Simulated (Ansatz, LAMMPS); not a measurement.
# Glassy 70SiO2-12CaO-18Li2O (mol %) (95 atoms) in motion

Wanted: a short trajectory of glassy 70SiO2-12CaO-18Li2O (mol %) (95 atoms) with its pair distributions.

Method: Kohn-Sham DFT, PBE, PAW (set soft_2), plane waves, in Ansatz 0.2.0.

## (1) The structure

The cell holds 95 atoms: 23 Si, 4 Ca, 12 Li and 56 O. Cell: a = 10.693 Å, b = 10.693 Å, c = 10.693 Å, α = 90.0°, β = 90.0°, γ = 90.0°. 95 atoms (23 Si, 4 Ca, 12 Li, 56 O) placed at random at 2.37 g/cm³, melted at 4000 K for 10 ps at fixed volume with the Morse and Coulomb pair potential with partial charges (Pedone, Malavasi, Menziani, Cormack and Segre, J. Phys. Chem. B 110, 11780 (2006)). Quenched from 4000 K to 300 K at 50 K/ps and fixed volume, held 10 ps at zero pressure, then minimised at fixed cell.

Before any run, some limits are plain. The quench rate of 50 K/ps is orders of magnitude faster than experiment, which tends to freeze in extra defects. The starting topology of bonds comes from the classical model. The Brillouin zone is sampled at Γ only, in a cell whose shortest periodic width is 11 Å.

## (2) Single point at the start

The forces at the start show how far the geometry lies from a minimum of this functional.

File input.yaml:

```yaml
crystal:
  lattice:
    - [10.69286, 0.0, 0.0]
    - [0.0, 10.69286, 0.0]
    - [0.0, 0.0, 10.69286]
  atoms:
    - { symbol: Si, position: [0.44565, 0.28944, 0.756] }
    - { symbol: Si, position: [0.66676, 0.1179, 0.87568] }
    - { symbol: Si, position: [0.22607, 0.13405, 0.10337] }
    - { symbol: Si, position: [0.67836, 0.26576, 0.27635] }
    [... 85 atom lines left out ...]
    - { symbol: O, position: [0.51928, 0.78953, 0.38517] }
    - { symbol: O, position: [0.7579, 0.58825, 0.06229] }
    - { symbol: O, position: [0.63552, 0.05299, 0.0021] }
    - { symbol: O, position: [0.7067, 0.64654, 0.79204] }
    - { symbol: O, position: [0.21992, 0.41035, 0.52934] }
    - { symbol: O, position: [0.06983, 0.3328, 0.83055] }
kpoints:
  mp_grid: { grid: [1, 1, 1] }
hamiltonian:
  xc: pbe
scf:
  occupations: { method: fixed }
output:
  forces: true
```

Started as:

```bash
$ ansatz run input.yaml --threads 4 --pin off --max-ram 8192MiB --backend cpu --events-out ev --progress --plain --runs-dir out
```

Wall time 9.8 s (4 threads of Arm Neoverse V2, shared host); peak memory 1.3 GiB; 36 s of CPU time.

The run gave:

| Item | Value |
| --- | --- |
| free energy | -56230.3359 eV |
| free energy per atom | -591.8983 eV/atom |
| SCF cycles | 9 |
| r.m.s. force component | 0.9703 eV/Å |
| longest force | 3.284 eV/Å |
| Fermi energy | 3.729 eV |

The r.m.s. force component of 0.97 eV/Å sets the starting point.

Neighbours are counted within 2.02 Å (O-Si), 2.52 Å (O-Li), 2.98 Å (O-Ca).

Length of the force by element and coordination:

```tsv
element	coordination	atoms	mean length of the force (eV/Å)	spread	least	most
Ca	all	4	0.984	0.584	0.235	1.87
Ca	5	2	0.915	0.0778	0.838	0.993
Ca	6	2	1.05	0.817	0.235	1.87
Li	all	12	0.686	0.260	0.289	1.27
Li	2	1	0.614	0	0.614	0.614
Li	3	7	0.675	0.274	0.393	1.27
Li	4	3	0.712	0.300	0.289	0.945
Li	5	1	0.756	0	0.756	0.756
O	all	56	1.64	0.819	0.151	3.10
O	2	25	1.05	0.559	0.151	2.68
O	3	23	1.95	0.682	0.491	3.07
O	4	5	2.56	0.410	1.96	3.10
O	5	3	2.63	0.277	2.36	3.01
Si	all	23	1.61	0.628	0.303	3.28
```

## (3) Dynamics at 300 K

A Langevin thermostat couples each atom to a heat bath, at the price of damped dynamics. The time step is 1.0 fs.

input.yaml, as its differences from that of step 2:

```diff
@@ -15 +15,8 @@
   forces: true
+md:
+  timestep: 1.0
+  n_steps: 346
+  ensemble: nvt_langevin
+  temperature: 300
+  initial_velocities: maxwell_boltzmann
+  seed: 9232
```

Wall time 36 min (4 threads); peak memory 1.4 GiB; 2.3 h of CPU time.

The program notes that it switched symmetry off.

Rows from the run:

```tsv
time (fs)	T (K)	potential (meV/atom)
0.0	297	0.0
23.0	351	-7.3
46.0	364	-10.5
69.0	354	-7.6
92.0	337	-6.9
115.0	341	-8.5
138.0	355	-6.6
161.0	353	-5.8
185.0	368	-11.3
208.0	321	-7.7
231.0	320	-9.8
254.0	337	-12.4
277.0	307	-12.0
300.0	340	-18.6
323.0	287	-15.6
346.0	266	-14.5
```

Mean square displacement from the first frame to the last: Si 0.045 Å², Ca 0.091 Å², Li 0.42 Å², O 0.10 Å².

The mean square displacement by time lag:

```tsv
time lag (fs)	Ca (Å²)	Li (Å²)	O (Å²)	Si (Å²)
1.0	1.8e-5	1.4e-4	5.1e-5	3.0e-5
15.0	0.00387	0.0269	0.00902	0.00497
22.0	0.00792	0.0511	0.0157	0.00814
36.0	0.0188	0.0984	0.0287	0.0125
51.0	0.0328	0.131	0.0408	0.0163
65.0	0.0465	0.149	0.0476	0.0192
72.0	0.0532	0.156	0.0509	0.0208
87.0	0.0667	0.167	0.0579	0.0241
101.0	0.0770	0.175	0.0633	0.0266
108.0	0.0812	0.179	0.0659	0.0281
122.0	0.0869	0.193	0.0700	0.0304
137.0	0.0891	0.218	0.0726	0.0313
151.0	0.0878	0.241	0.0746	0.0317
158.0	0.0859	0.249	0.0755	0.0319
173.0	0.0800	0.257	0.0772	0.0324
```

Over the second half of 346 fs the temperature averages 323 K, falling from about 340 to 290 K (means over the first and last quarter of that half). From first frame to last Li has the largest mean square displacement, 0.42 Å² at the end; the farthest move is 1.52 Å. The count of bonds goes from 153 in the first frame to 153 in the last, by one set of cutoffs: 7 pairs passed out of them and 7 came within. The run spans 0.35 ps, too short for its means to be equilibrium values.

## (4) Distances and neighbours late in the run

The g(r) is a mean over the second half; what follows it is taken at the last frame.

Bonds before and after, by the cutoffs listed below:

```tsv
pair	bonds before	bonds after	mean before (Å)	mean after (Å)	spread before (Å)	spread after (Å)
O-Si	92	93	1.615	1.651	0.037	0.055
O-Li	39	36	2.033	2.008	0.091	0.166
O-Ca	22	24	2.457	2.486	0.101	0.224
```

Density 2.43 g/cm³, 12.87 Å³ an atom.

Mean of 14 frames. g(r), total and by pair (bins of 0.2 Å):

```tsv
r (Å)	total	O-O	O-Si	O-Li	O-Ca	Si-Si	Si-Li
1.50	0.59	0.00	2.10	0.00	0.00	0.00	0.00
1.70	3.16	0.00	10.69	0.69	0.00	0.00	0.00
1.90	0.54	0.00	0.09	3.46	0.00	0.00	0.00
2.10	0.31	0.00	0.01	1.82	0.67	0.00	0.00
2.30	0.33	0.07	0.00	0.68	4.01	0.00	0.04
2.50	0.71	1.45	0.00	0.60	2.17	0.00	0.16
2.70	1.65	4.07	0.02	0.60	0.83	0.05	1.15
2.90	0.96	1.15	0.11	1.00	0.58	1.65	2.99
3.10	1.08	0.89	0.36	1.02	0.28	4.04	2.91
3.30	0.93	0.87	0.76	0.81	0.41	1.38	1.67
3.50	0.87	0.70	1.10	0.75	0.92	0.02	1.01
3.70	0.95	0.72	1.25	1.13	0.78	0.12	0.81
3.90	1.02	0.77	1.60	0.96	0.71	0.59	0.90
4.10	1.16	0.77	2.01	1.10	0.82	0.79	0.67
4.30	1.13	0.75	1.60	1.35	1.29	1.33	0.74
4.50	1.00	0.93	0.97	1.27	1.32	1.25	0.76
4.70	0.95	1.09	0.75	1.03	1.36	1.06	0.60
4.90	0.98	1.31	0.68	0.76	1.45	1.03	0.61
5.10	1.06	1.42	0.66	0.87	1.35	1.15	0.82
```

Bonds by pair of elements; cutoffs follow the first minimum of g(r), held within bounds set by covalent radii, and pairs that aren't listed don't count as bonded:

```tsv
pair A-B	cutoff (Å)	bonds	mean length (Å)	spread (Å)	shortest (Å)	B about A	A about B
O-Si	2.16	93	1.65	0.055	1.56	1.66	4.04
O-Li	2.43	36	2.01	0.166	1.73	0.643	3
O-Ca	3.12	24	2.49	0.224	2.18	0.429	6
```

How many atoms have how many bonded neighbours:

```tsv
element	mean	2	3	4	5	6
Ca	6	0	0	0	0	4
Li	3	2	9	0	1	0
O	2.73	27	18	10	1	0
Si	4.04	0	0	22	1	0
```

Bond angles, per cent of each kind in bins of 5°:

```tsv
angle (°)	O-Si-O	O-Ca-O	Li-O-Si	O-Li-O	Si-O-Si
55–60	0.0	5.0	0.0	0.0	0.0
60–65	0.0	3.3	0.0	0.0	0.0
65–70	0.0	5.0	0.0	0.0	0.0
70–75	0.0	1.7	0.0	2.6	0.0
75–80	0.0	16.7	0.0	5.1	0.0
80–85	1.4	6.7	4.3	2.6	0.0
85–90	0.7	11.7	4.3	0.0	0.0
90–95	2.1	0.0	10.6	10.3	0.0
95–100	4.2	10.0	2.1	5.1	0.0
100–105	17.6	1.7	8.5	7.7	0.0
105–110	31.7	0.0	12.8	7.7	0.0
110–115	24.6	8.3	12.8	12.8	0.0
115–120	11.3	1.7	4.3	12.8	5.4
120–125	2.8	3.3	8.5	5.1	13.5
125–130	2.8	3.3	17.0	10.3	13.5
130–135	0.0	5.0	6.4	10.3	10.8
135–140	0.0	3.3	6.4	0.0	10.8
140–145	0.0	3.3	2.1	0.0	10.8
145–150	0.0	1.7	0.0	2.6	8.1
150–155	0.0	1.7	0.0	0.0	8.1
155–160	0.0	3.3	0.0	2.6	5.4
160–165	0.0	0.0	0.0	0.0	5.4
165–170	0.0	3.3	0.0	2.6	5.4
170–175	0.0	0.0	0.0	0.0	2.7
175–180	0.7	0.0	0.0	0.0	0.0
```

Bond angles (no mean is given where the spread exceeds 20°):

```tsv
angle	count	mean (°)	spread (°)
O-Si-O	142	109	9.5
O-Ca-O	60	-	-
Li-O-Si	47	113	16.2
O-Li-O	39	-	-
Si-O-Si	37	140	14.6
```

Oxygen atoms by the number of network formers (Si, P, Ge, B, Al, As, Ga) bound to them:

```tsv
network formers bound to O	O atoms	per cent
0	0	0
1	19	33.9
2	37	66.1
```

Network units: each former by its oxygen neighbours and how many of them bridge to another former:

```tsv
former	O neighbours	bridging O	atoms
Si	4	2	3
Si	4	3	13
Si	4	4	6
Si	5	5	1
```

Bond length by coordination (bonds to H left out):

```tsv
element	coordination	atoms	mean bond length (Å)
Li	2	2	1.96
Li	3	9	2.00
Li	5	1	2.10
O	2	27	1.67
O	3	18	1.91
O	4	10	2.05
O	5	1	2.04
Si	4	22	1.65
Si	5	1	1.74
```

Rings of the network by King's shortest-path rule, up to 12 atoms, one path for each pair of neighbours; H, halogens, alkali and alkaline-earth atoms are left out, and the last column divides by all other atoms, bonded or not:

```tsv
ring size (atoms)	rings	per network atom
8	4	0.051
10	4	0.051
12	6	0.076
```

First main peaks of g(r), for some of the pairs, lie near 2.7 Å (O-O), 1.6 Å (O-Si), 1.9 Å (O-Li), 2.3 Å (O-Ca), 3.1 Å (Si-Si) and 3.0 Å (Si-Li). With the cutoffs above, all Ca atoms have 6, 75 % of Li atoms have 3, 48 % of O atoms have 2 and 96 % of Si atoms have 4 bonded neighbours. The O-Si-O angle averages 109° with a spread of 10°. 66 % of the oxygens bridge two formers (Si) and 34 % are non-bridging. The commonest Si unit has 4 oxygens, 3 of them shared with other formers (13 of 23 atoms). Rings of 12 atoms are the most common (43 % of those counted); sizes run from 8 to 12, where the search stops.

## (5) Single point at the last frame

The last frame is solved again with fuller output, to read the electronic structure of a thermally displaced geometry.

File input.yaml:

```yaml
crystal:
  lattice:
    - [10.69286, 0.0, 0.0]
    - [0.0, 10.69286, 0.0]
    - [0.0, 0.0, 10.69286]
  atoms:
    - { symbol: Si, position: [0.44862, 0.28232, 0.75041] }
    - { symbol: Si, position: [0.67301, 0.11534, 0.87026] }
    - { symbol: Si, position: [0.21662, 0.14684, 0.11133] }
    - { symbol: Si, position: [0.67282, 0.25429, 0.27296] }
    [... 85 atom lines left out ...]
    - { symbol: O, position: [0.53576, 0.82044, 0.39394] }
    - { symbol: O, position: [0.73964, 0.59743, 0.07616] }
    - { symbol: O, position: [0.62903, 0.0251, 0.98585] }
    - { symbol: O, position: [0.69798, 0.66816, 0.8012] }
    - { symbol: O, position: [0.20749, 0.42376, 0.54614] }
    - { symbol: O, position: [0.05504, 0.32403, 0.87784] }
kpoints:
  mp_grid: { grid: [1, 1, 1] }
hamiltonian:
  xc: pbe
scf:
  occupations: { method: fixed }
output:
  forces: true
  stress: true
  populations: true
  dos:
    method: { smearing: { sigma: 0.08 } }
    de: 0.1
    projected: { site_lists: { Ca: [Ca], Li: [Li], O: [O], Si: [Si] } }
  eigenvalues: true
  write_density: true
  write_potential: true
  volumetric_format: npy
```

Elapsed: 17 s, on 4 threads; peak memory 1.5 GiB.

Numbers from this run:

```
free energy                                      : -56231.7098 eV
free energy per atom                             : -591.9127 eV/atom
SCF cycles                                       : 9
pressure                                         : -0.59 GPa
r.m.s. force component                           : 0.72 eV/Å
longest force                                    : 3.502 eV/Å
Fermi energy                                     : 3.615 eV
gap (highest filled to lowest empty level) : 3.776 eV
spilling of the projection                       : 0.0131
```

Neighbours are counted within 2.16 Å (O-Si), 2.43 Å (O-Li), 3.12 Å (O-Ca), the cutoffs taken from the dynamics.

Length of the force by element and coordination:

```tsv
element	coordination	atoms	mean length of the force (eV/Å)	spread	least	most
Ca	all	4	0.648	0.104	0.560	0.823
Li	all	12	0.508	0.305	0.173	1.21
Li	2	2	0.263	0.0892	0.173	0.352
Li	3	9	0.585	0.314	0.193	1.21
Li	5	1	0.309	0	0.309	0.309
O	all	56	0.980	0.539	0.168	2.84
O	2	27	0.939	0.534	0.169	2.84
O	3	18	0.856	0.427	0.228	1.58
O	4	10	1.26	0.622	0.348	2.41
O	5	1	1.51	0	1.51	1.51
Si	all	23	1.64	0.656	0.412	3.50
Si	4	22	1.62	0.663	0.412	3.50
Si	5	1	2.13	0	2.13	2.13
```

Löwdin charges by element and coordination (they lack the spilled electrons, 0.070 e an atom on average):

```tsv
element	coordination	atoms	mean charge (e)	spread	least	most
Ca	all	4	1.77	0.0094	1.76	1.78
Li	all	12	0.792	0.016	0.762	0.812
Li	2	2	0.808	0.0039	0.805	0.812
Li	3	9	0.789	0.0163	0.762	0.810
Li	5	1	0.791	0	0.791	0.791
O	all	56	-0.870	0.0947	-1.06	-0.768
O	2	27	-0.805	0.0509	-0.988	-0.768
O	3	18	-0.910	0.0882	-1.02	-0.793
O	4	10	-0.958	0.0711	-1.06	-0.832
O	5	1	-1.02	0	-1.02	-1.02
Si	all	23	1.68	0.0435	1.58	1.77
Si	4	22	1.68	0.0444	1.58	1.77
Si	5	1	1.67	0	1.67	1.67
```

Density of states as counts of states in windows of 1 eV (from the Fermi level), total and the larger projections:

```tsv
from (eV)	to (eV)	total	O p	Si p	O s
-18	-17	19.6	0.3	2.5	15.2
-17	-16	20.0	0.4	2.4	15.7
-16	-15	3.7	0.1	0.4	2.8
-15	-10	0.0	0.0	0.0	0.0
-10	-9	9.8	6.4	0.5	0.5
-9	-8	11.9	8.0	1.0	0.6
-8	-7	15.5	11.0	1.9	0.7
-7	-6	21.4	16.1	4.0	0.4
-6	-5	20.6	15.9	3.4	0.6
-5	-4	42.5	34.3	4.2	2.1
-4	-3	56.1	49.1	3.1	1.6
-3	-2	65.0	60.2	1.8	0.8
-2	-1	62.1	58.9	1.2	0.4
-1	0	29.5	28.2	0.5	0.1
0	1	1.5	1.4	0.0	0.0
1	3	0.0	0.0	0.0	0.0
3	4	2.0	0.0	0.0	0.5
4	5	0.0	0.0	0.0	0.0
```

The curve was stored every 0.100 eV, coarse against its broadening of 0.08 eV, so these counts are rough.

With fixed occupations the program's Fermi level is the highest filled level; weight inside the gap is the broadening of levels at its edges.

Between -26 and -18 eV lie 93 more states.

The stored curve holds about 472 of the 504 electrons; the rest, give or take the few that broadening carries across the Fermi level, lie in deeper levels below its range.

The levels nearest the highest filled one (over half full), pooled over k-points and spins:

```tsv
level less the highest filled one (eV)	occupation
-0.590	2
-0.570	2
-0.394	2
-0.385	2
-0.204	2
0	2
3.78	0
5.14	0
5.23	0
5.28	0
5.46	0
5.59	0
```

Mean Löwdin charges: Ca +1.77, Li +0.79, O -0.87, Si +1.68 e (they miss 1.3 % of the electrons, so they add up to more than the cell's charge).

## (6) Results

```
mean temperature, second half                    : 323.2 K
temperature swing, second half                   : 28.61 K
free energy per atom                             : -591.9127 eV/atom
pressure                                         : -0.59 GPa
r.m.s. force component                           : 0.72 eV/Å
gap (highest filled to lowest empty level) : 3.776 eV
wall time of the 3 DFT runs                      : 37 min
```

In words: Over the second half of 346 fs the temperature averages 323 K, falling from about 340 to 290 K (means over the first and last quarter of that half). The count of bonds goes from 153 in the first frame to 153 in the last, by one set of cutoffs: 7 pairs passed out of them and 7 came within. The run spans 0.35 ps, too short for its means to be equilibrium values. With the cutoffs above, all Ca atoms have 6, 75 % of Li atoms have 3, 48 % of O atoms have 2 and 96 % of Si atoms have 4 bonded neighbours. 66 % of the oxygens bridge two formers (Si) and 34 % are non-bridging. Between filled and empty levels lie 3.78 eV (at Γ alone); a semilocal functional tends to put such gaps too low. In a disordered cell it changes from sample to sample, and tail or defect levels can set it.

**Limits.** The network of bonds at the start is that of the classical potential that made the cell; in DFT 7 of its 153 bonded pairs passed out of the cutoffs and 7 came within them. The pressure of a single frame lacks the kinetic term, about 0.35 GPa here.

[Logs are printed without paths, hosts, clocks, repeated set-up lines and the standing remarks that a program may print on its own settings, such as how far it seeks lower states.]

[Hosts, paths, dates, database ids (printed as entryN), source tags and the programs' standing remarks are cut or masked in the printed files.]
